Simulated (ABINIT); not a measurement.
**Optical response of MgI2**

Wanted: where MgI2 starts to absorb, how strongly, and its refractive index. The cell comes from an older database entry, whose edges can differ from later determinations, mostly by under a per cent.

Method: DFT, PBE, plane waves with norm-conserving potentials (PseudoDojo), scalar-relativistic, independent-particle linear optical response without local fields, in ABINIT 10.8.3.

The database entry behind the starting cell has ideal inner coordinates that were not refined, so it need not match the best structure at ambient conditions.

## (1) Starting point

Symmetry: P-3m1, No. 164, trigonal system. The conventional cell has a = 4.140 Å, b = 4.140 Å, c = 6.880 Å, α = 90.00°, β = 90.00°, γ = 120.00°. I has 3 Mg at 2.94 Å nearest. Nearest to Mg lie 6 I at 2.94 Å. Farther neighbours and most contacts between anions are not listed.

## (2) Ground state, bands and velocity matrix elements

The self-consistent density comes first; it also tells whether there is a gap, which decides the occupations and the need for a Drude term.

This step: DFT, PBE, plane waves with norm-conserving potentials (PseudoDojo), scalar-relativistic, ground state, bands at fixed density and velocity matrix elements (ABINIT 10.8.3).

run.abi reads:

```
# ground state, bands on a dense mesh, and the derivatives d/dk of the wave functions
ndtset 3

ngkpt1 6 6 4
shiftk1 0.0 0.0 0.0
tolvrs1 1.0d-12
nband1 16
prtden1 1

iscf2 -2
getden2 1
ngkpt2 9 9 5
shiftk2 0.0 0.0 0.0
kptopt2 1
nband2 54
nbdbuf2 4
tolwfr2 1.0d-14

optdriver3 8
wfk_task3 "wfk_ddk"
prtevk3 1
getwfk3 2
getden3 1
iscf3 -2
ngkpt3 9 9 5
shiftk3 0.0 0.0 0.0
kptopt3 1
nband3 54

nshiftk 1
occopt 3
tsmear 0.001837
ecut 45.0
nstep 80
iomode 3
chksymbreak 0
chkprim 0
chksymtnons 0
acell 3*1.0 Angstrom
rprim
  4.140000000019 0.000000000000 0.000000000000
  -2.070000000009 3.585345171684 0.000000000000
  0.000000000000 0.000000000000 6.880000000000
natom 3
ntypat 2
znucl 53 12
typat 1 1 2
xred
  0.666666666667 0.333333333333 0.750000000000
  0.333333333333 0.666666666667 0.250000000000
  0.000000000000 0.000000000000 0.000000000000
pseudos "I.upf, Mg.upf"
```

On the command line:

```bash
$ mpirun -n 4 abinit run.abi
```

Numbers of over 12 decimals in the logs are rounded to 6 here.

Log:

```text
DATASET    1 : space group P-3 m 1 (#164); Bravais hP (primitive hexag.)
 DATASET    2 : space group P-3 m 1 (#164); Bravais hP (primitive hexag.)
 DATASET    3 : space group P-3 m 1 (#164); Bravais hP (primitive hexag.)
            ngfft          48      48      80
                         0.01389    0.01389    0.04167    0.04167    0.04167    0.04167
                         0.04167    0.08333    0.08333    0.08333    0.02778    0.00694
                         0.04167    0.04167    0.02083    0.04167    0.08333    0.01389
                         0.02963    0.02963    0.01481    0.01481    0.02963    0.00494
                         0.00494    0.01481    0.01481    0.01481    0.01481    0.01481
                         0.01481    0.01481    0.01481    0.02963    0.02963    0.02963
                         0.02963    0.02963    0.02963    0.02963    0.02963    0.02963
                         0.00988    0.00494    0.01481    0.01481    0.01481    0.01481
                         0.01481    0.01481    0.01481    0.01481    0.02963    0.02963
                         0.02963    0.02963    0.02963    0.02963    0.02963    0.02963
                         0.02963    0.02963    0.01481    0.01481    0.02963    0.00494
                         0.00494    0.01481    0.01481    0.01481    0.01481    0.01481
                         0.01481    0.01481    0.01481    0.02963    0.02963    0.02963
                         0.02963    0.02963    0.02963    0.02963    0.02963    0.02963
                         0.00988    0.00494    0.01481    0.01481    0.01481    0.01481
                         0.01481    0.01481    0.01481    0.01481    0.02963    0.02963
[...]
== DATASET  1 ==================================================================
 Real(R)+Recip(G) space primitive vectors, cartesian coordinates (Bohr,Bohr^-1):
 R(1)=  7.8234662  0.0000000  0.0000000  G(1)=  0.1278206  0.0737972  0.0000000
 R(2)= -3.9117331  6.7753204  0.0000000  G(2)=  0.0000000  0.1475945  0.0000000
 R(3)=  0.0000000  0.0000000 13.0013157  G(3)=  0.0000000  0.0000000  0.0769153
 Unit cell volume ucvol=  6.8915412E+02 bohr^3
 Angles (23,13,12)=  9.00000000E+01  9.00000000E+01  1.20000000E+02 degrees
 getcut: wavevector=  0.0000  0.0000  0.0000  ngfft=  48  48  80
     iter   Etot(hartree)      deltaE(h)  residm     vres2
 ETOT  1  -85.337378533287    -8.534E+01 2.772E-01 1.245E+02
 ETOT  2  -85.386079499855    -4.870E-02 5.789E-03 3.938E+00
 ETOT  3  -85.386393178627    -3.137E-04 2.027E-04 5.505E-01
 ETOT  4  -85.386415996419    -2.282E-05 1.434E-04 1.262E-01
 ETOT  5  -85.386421897653    -5.901E-06 4.734E-05 9.652E-03
 ETOT  6  -85.386422206804    -3.092E-07 6.560E-05 8.662E-04
 ETOT  7  -85.386422225405    -1.860E-08 3.631E-05 4.608E-05
 ETOT  8  -85.386422226458    -1.053E-09 6.789E-05 3.246E-06
 ETOT  9  -85.386422226541    -8.291E-11 3.963E-05 2.565E-08
 ETOT 10  -85.386422226539     1.464E-12 6.286E-05 5.774E-10
 ETOT 11  -85.386422226544    -4.647E-12 3.783E-05 1.857E-11
 ETOT 12  -85.386422226540     4.363E-12 5.256E-05 2.526E-13
 At SCF step   12       vres2   =  2.53E-13 < tolvrs=  1.00E-12 =>converged.
 Cartesian components of stress tensor (hartree/bohr^3)
  sigma(1 1)= -3.05580451E-05  sigma(3 2)=  0.00000000E+00
  sigma(2 2)= -3.05580451E-05  sigma(3 1)=  0.00000000E+00
  sigma(3 3)= -1.10830875E-05  sigma(2 1)=  0.00000000E+00
 Mean square residual over all n,k,spin=   29.975E-08; max=  52.559E-06
 Fermi (or HOMO) energy (hartree) =   0.12236   Average Vxc (hartree)=  -0.30690
 Eigenvalues (hartree) for nkpt=  24  k points:
 kpt#   1, nband= 16, wtk=  0.00694, kpt=  0.0000  0.0000  0.0000 (reduced coord)
  -2.71410   -1.49209   -1.49209   -1.49193   -0.38761   -0.36270   -0.07732    0.04128
   0.04128    0.05376    0.05461    0.05461    0.18805    0.23335    0.30606    0.30606
   2.00000    2.00000    2.00000    2.00000    2.00000    2.00000    2.00000    2.00000
   2.00000    2.00000    2.00000    2.00000    0.00000    0.00000    0.00000    0.00000
kinetic             :  4.02322650326701E+01
hartree             :  3.08327710558458E+01
xc                  : -1.59114305908829E+01
Ewald energy        : -4.11460405510438E+01
psp_core            :  1.65664197765288E+00
local_psp           : -8.68653320597326E+01
non_local_psp       : -1.41852970910493E+01
internal            : -8.53864222265398E+01
'-kT*entropy'       :  1.87894233115787E-15
total_energy        : -8.53864222265398E+01
total_energy_eV     : -2.32348291536879E+03
 Cartesian components of stress tensor (hartree/bohr^3)
  sigma(1 1)= -3.05580451E-05  sigma(3 2)=  0.00000000E+00
  sigma(2 2)= -3.05580451E-05  sigma(3 1)=  0.00000000E+00
  sigma(3 3)= -1.10830875E-05  sigma(2 1)=  0.00000000E+00
-Cartesian components of stress tensor (GPa)         [Pressure=  7.0806E-01 GPa]
== DATASET  2 ==================================================================
 Real(R)+Recip(G) space primitive vectors, cartesian coordinates (Bohr,Bohr^-1):
 R(1)=  7.8234662  0.0000000  0.0000000  G(1)=  0.1278206  0.0737972  0.0000000
 R(2)= -3.9117331  6.7753204  0.0000000  G(2)=  0.0000000  0.1475945  0.0000000
 R(3)=  0.0000000  0.0000000 13.0013157  G(3)=  0.0000000  0.0000000  0.0769153
 Unit cell volume ucvol=  6.8915412E+02 bohr^3
 Angles (23,13,12)=  9.00000000E+01  9.00000000E+01  1.20000000E+02 degrees
 getcut: wavevector=  0.0000  0.0000  0.0000  ngfft=  48  48  80
 Mean square residual over all n,k,spin=   46.739E-16; max=  99.920E-16
 Eigenvalues (hartree) for nkpt=  50  k points:
 kpt#   1, nband= 54, wtk=  0.00247, kpt=  0.0000  0.0000  0.0000 (reduced coord)
  -2.71410   -1.49209   -1.49209   -1.49193   -0.38761   -0.36270   -0.07732    0.04128
   0.04128    0.05376    0.05461    0.05461    0.18805    0.23335    0.30606    0.30606
   0.32958    0.36054    0.36054    0.40677    0.40677    0.41843    0.44555    0.45867
   0.45867    0.48009    0.48777    0.65781    0.67734    0.67734    0.68411    0.68411
   0.70579    0.70579    0.71594    0.76098    0.76098    0.79178    0.84876    0.92058
   0.94699    1.02438    1.03539    1.03539    1.05601    1.05601    1.07686    1.09959
[...]
== DATASET  3 ==================================================================
            ngfft          48      48      80
[...]
0.02963    0.02963    0.02963    0.02963    0.02963    0.02963
                         0.02963    0.02963    0.01481    0.01481    0.02963    0.00494
                         0.00494    0.01481    0.01481    0.01481    0.01481    0.01481
                         0.01481    0.01481    0.01481    0.02963    0.02963    0.02963
                         0.02963    0.02963    0.02963    0.02963    0.02963    0.02963
                         0.00988    0.00494    0.01481    0.01481    0.01481    0.01481
                         0.01481    0.01481    0.01481    0.01481    0.02963    0.02963
                         0.02963    0.02963    0.02963    0.02963    0.02963    0.02963
[shortened to cell, iterations, levels, energies and stress; the echo of variables, forces, comments, warnings and credits are left out]
```

Run time: 2.5 min. Hardware: 4 MPI ranks of AMD EPYC 9R45, shared host; peak memory 0.22 GiB; 9.9 min of CPU time.

Read-outs, printed or worked out from the files:

* total energy: -85.39 Ha
* gap on the k-mesh: 3.464 eV
* direct gap on the mesh: 3.631 eV

There is a gap, 3.46 eV on this mesh (points off the mesh can give less), so no carriers' term is needed.

## (3) Optical response

The spectrum is a sum over vertical transitions between filled and empty bands at the fixed density, so many empty bands are needed.

This step: DFT, PBE, plane waves with norm-conserving potentials (PseudoDojo), scalar-relativistic, independent-particle linear optical response without local fields (ABINIT 10.8.3).

optic.abi reads:

```
&FILES
 ddkfile_1 = 'runo_DS3_1_EVK.nc',
 ddkfile_2 = 'runo_DS3_2_EVK.nc',
 ddkfile_3 = 'runo_DS3_3_EVK.nc',
 wfkfile = 'runo_DS2_WFK.nc'
/
&PARAMETERS
 broadening = 0.001837,
 domega = 0.0020212,
 maxomega = 0.80849,
 scissor = 0.0,
 tolerance = 0.002,
 nband_sum = 50
/
&COMPUTATIONS
 num_lin_comp = 2,
 lin_comp = 11, 33,
 num_nonlin_comp = 0,
 num_linel_comp = 0,
 num_nonlin2_comp = 0
/
```

On the command line:

```bash
$ optic optic.abi
```

Log:

```text

 OPTIC has originally been developed by
 S. Sharma, J. K. Dewhurst and C. Ambrosch-Draxl, Phys. Rev. B 67, 165332 (2003), and
 S. Sharma and C. Ambrosch-Draxl, Physica Scripta T 109 (2004).

 rprimd(bohr)      =   7.82347   0.00000   0.00000
                      -3.91173   6.77532   0.00000
                       0.00000   0.00000  13.00132
 natom             =       3
 nkpt,mband        =      50      54
 ecut              =  45.00000 Ha
 newocc: new Fermi energy is       0.121400 , with nelect=     24.000000, Number of bisection calls: 5
 Fermi level: 3.3035  (eV)

 fermie            =   0.12140 Ha   3.30345 eV
 Scissor shift     =   0.00000 Ha
 Tolerance on closeness to singularities     =   0.00200 Ha
 Smearing factor      =   0.00184 Ha
 Will use the antiresonant approximation (meaning that the antiresonant terms are neglected)
 Will not perform the bands decomposition
 linear coeffs to be calculated :
 11 33
 non-linear coeffs to be calculated :

 electronic part of electro-optic coeffs to be calculated :

 non-linear coeffs (V2) to be calculated :

 linear optic matrix elements will be printed :0
 optic : Call pmat2cart
 No scissor shift to be applied. Returning to main optic routine.
 optic : Call linopt
  linopt            1           1
 calculated the component:           1           1   of dielectric function
  with broadening:         (0.000000,1.83700000000000009E-003)
 and scissors shift:   0.000000
 energy window:   104.712719      eV   3.848121      Ha
  linopt            3           3
 calculated the component:           3           3   of dielectric function
  with broadening:         (0.000000,1.83700000000000009E-003)
 and scissors shift:   0.000000
 energy window:   104.712719      eV   3.848121      Ha
 optic : Call nlinopt
 optic : Call linelop
 optic : Call nonlinopt

================================================================================

 Calculation completed.
-
program: optic
version: 10.8.3
start_datetime:
end_datetime:
overall_cpu_time:           0.3
overall_wall_time:           0.3
mpi_procs: 1
omp_threads: 1
...
```

Run time: 0.92 s. Hardware: 1 thread; peak memory 0.06 GiB.

This step gave:

```
electronic dielectric constant ε∞, mean over x, y and z (by symmetry where fewer were run) : 4.985
centre of weight of the strongest loss peak in the window                                  : 17.57 eV
```

The Im ε has structure finer than the step of the table below, so its rows give means over 0.5 eV, whole bins alone (the curve runs from 0.0550 to 21.9 eV). Peaks (eV: height): E ∥ x 5.22: 10.4, 5.55: 10.5, 5.83: 9.03, 6.32: 9.89, 6.49: 11.1, 6.87: 10.2, 7.26: 10.6; E ∥ z 4.40: 4.41, 4.84: 5.94, 6.16: 13.7, 6.49: 11.8, 6.87: 11.9, 7.64: 10.9.

Sum at mesh points, not converged in k; values under the direct gap are tails of Lorentzian lines. Im ε against photon energy; means over each step:

```
photon energy (eV)    E ∥ x    E ∥ z
               0.5  0.00524  0.00490
               1.0   0.0110   0.0103
               1.5   0.0180   0.0168
               2.0   0.0275   0.0255
               2.5   0.0422   0.0387
               3.0   0.0709   0.0641
               3.5    0.344    0.288
               4.0     1.10    0.963
               4.5     3.54     3.69
               5.0     7.67     4.89
               5.5     8.13     4.63
               6.0     7.78     11.2
               6.5     9.23     10.5
               7.0     9.04     9.31
               7.5     8.66     9.29
               8.0     6.30     6.95
               8.5     4.07     3.99
               9.0     2.92     2.58
               9.5     2.66     2.46
              10.0     2.37     1.95
              10.5     1.73     1.53
              11.0     1.60     1.48
              11.5     1.28     1.48
              12.0     1.02     1.16
              12.5    0.888    0.872
              13.0    0.856    0.849
              13.5    0.661    0.901
              14.0    0.622    0.654
              14.5    0.506    0.552
              15.0    0.617    0.601
              15.5    0.532    0.439
              16.0    0.462    0.441
              16.5    0.421    0.412
              17.0    0.376    0.431
              17.5    0.366    0.321
              18.0    0.323    0.302
              18.5    0.287    0.322
              19.0    0.294    0.277
              19.5    0.201    0.222
              20.0    0.189    0.210
              20.5    0.176    0.186
              21.0    0.206    0.183
              21.5    0.171    0.182
```

The reflectivity at normal incidence has structure finer than the step of the table below, so its rows give means over 0.5 eV, whole bins alone (the curve runs from 0.0550 to 21.9 eV). Peaks (eV: height): E ∥ x 8.36: 52.9, 8.80: 54.0, 9.35: 47.6, 10.28: 50.7, 10.94: 50.1, 11.22: 50.4, 11.71: 46.9; E ∥ z 6.93: 46.4, 7.81: 54.0, 8.52: 60.7, 9.79: 55.2, 10.28: 50.8, 11.05: 46.8, 12.26: 49.5.

Sum at mesh points, not converged in k. Table of reflectivity at normal incidence by photon energy; means over each step:

```
photon energy (eV)  E ∥ x (%)  E ∥ z (%)
               0.5       14.7       14.4
               1.0       15.0       14.6
               1.5       15.5       15.1
               2.0       16.2       15.7
               2.5       17.2       16.7
               3.0       18.7       18.1
               3.5       21.2       20.4
               4.0       24.6       24.7
               4.5       29.9       27.0
               5.0       33.2       26.5
               5.5       32.5       28.7
               6.0       31.6       39.1
               6.5       36.1       39.3
               7.0       38.0       40.5
               7.5       43.8       42.3
               8.0       48.7       51.6
               8.5       50.3       57.4
               9.0       46.0       50.0
               9.5       41.4       46.9
              10.0       44.2       43.7
              10.5       44.1       43.8
              11.0       43.9       39.9
              11.5       42.5       37.4
              12.0       43.5       39.9
              12.5       39.6       41.2
              13.0       36.9       32.0
              13.5       39.2       33.8
              14.0       32.0       36.9
              14.5       30.3       30.6
              15.0       23.3       27.4
              15.5       25.1       30.8
              16.0       24.3       22.8
              16.5       21.2       19.3
              17.0       18.4       18.4
              17.5       16.4       20.8
              18.0       17.2       14.1
              18.5       12.4       12.0
              19.0       13.0       14.0
              19.5       11.4       10.3
              20.0       8.62       8.92
              20.5       6.44       7.74
              21.0       5.57       5.73
              21.5       5.74       5.59
```

The loss function −Im 1/ε at q → 0 has structure finer than the step of the table below, so its rows give means over 1 eV, whole bins alone (the curve runs from 0.0550 to 21.9 eV). Peaks (eV: height): E ∥ x 14.6: 2.16, 16.3: 2.70, 16.8: 2.98, 17.4: 2.87, 18.1: 3.17, 18.6: 2.50, 19.1: 2.82; E ∥ z 15.7: 2.58, 16.1: 2.51, 16.4: 2.66, 16.9: 2.68, 17.5: 3.31, 19.1: 2.99, 19.8: 2.11.

Sum at mesh points, not converged in k; values under the direct gap are tails of Lorentzian lines. The loss function −Im 1/ε at q → 0 by energy loss; means over each step:

```
energy loss (eV)    E ∥ x    E ∥ z
               1   4.2e-4   4.1e-4
               2   9.2e-4   8.9e-4
               3  0.00189  0.00180
               4   0.0135   0.0176
               5   0.0555   0.0537
               6   0.0912   0.0598
               7    0.108    0.108
               8    0.129    0.108
               9    0.219    0.203
              10    0.282    0.299
              11    0.391    0.450
              12    0.543    0.535
              13    0.788    0.841
              14     1.27     1.10
              15     1.69     1.57
              16     2.13     2.35
              17     2.52     2.41
              18     2.57     2.59
              19     2.37     2.33
              20     1.49     1.63
              21     1.07     1.06
```

At chosen wavelengths:

```
wavelength (nm)   n x    k x  R (%) x   1/α x   n z    k z  R (%) z   1/α z
           1550  2.26  0.002     14.9   65 µm  2.23  0.002     14.5   69 µm
            633  2.34  0.006     16.1  8.9 µm  2.31  0.005     15.7  9.5 µm
            532  2.39  0.008     16.8  5.6 µm  2.36  0.007     16.3  6.0 µm
            450  2.46  0.011     17.9  3.3 µm  2.43  0.010     17.3  3.6 µm
            405  2.54  0.015     18.9  2.2 µm  2.50  0.013     18.3  2.4 µm
            308  3.06  0.221     26.0  111 nm  2.98  0.082     24.8  299 nm
            193  2.70  1.657     34.3  9.3 nm  2.60  1.931     37.6  8.0 nm
```

Below the direct gap, k and the depth come from the tails of the Lorentzian lines, not from transitions.

Rows near the edge hang on the gap, which this functional as a rule makes too small, and phonon-assisted absorption is left out.

## (4) Summary of results

```json
{"electronic dielectric constant ε∞, mean over x, y and z (by symmetry where fewer were run) (independent particles)": "4.98", "centre of weight of the strongest loss peak in the window, first axis": "17.6 eV"}
```

At this level (PBE, independent particles) MgI2 has a mean ε∞ = 4.98 and n = 2.26 at 1550 nm (E ∥ x). On the mesh the gap is 3.46 eV and the least direct gap 3.63 eV, so on this mesh the band edges lie at different points. The static values by axis are 5.02 (x), 4.92 (z). Excitons and phonon-assisted transitions are missing, and so are local fields; PBE gaps are as a rule too small, which pulls the onset down and ε∞ up. Spin-orbit coupling is left out although heavy atoms are present. The sum runs over mesh points 0.19 Å⁻¹ apart with no interpolation, so peaks are partly noise of the mesh and static values carry its error. Besides steps told in other documents, this task had 1 run with a known fault of program or setting; those not told in a step above aren't shown.

[Logs are printed without paths, hosts, clocks, repeated set-up lines and the standing remarks that a program may print on its own settings, such as how far it seeks lower states.]

[Hosts, paths, dates, database ids (printed as entryN), source tags and the programs' standing remarks are cut or masked in the printed files.]
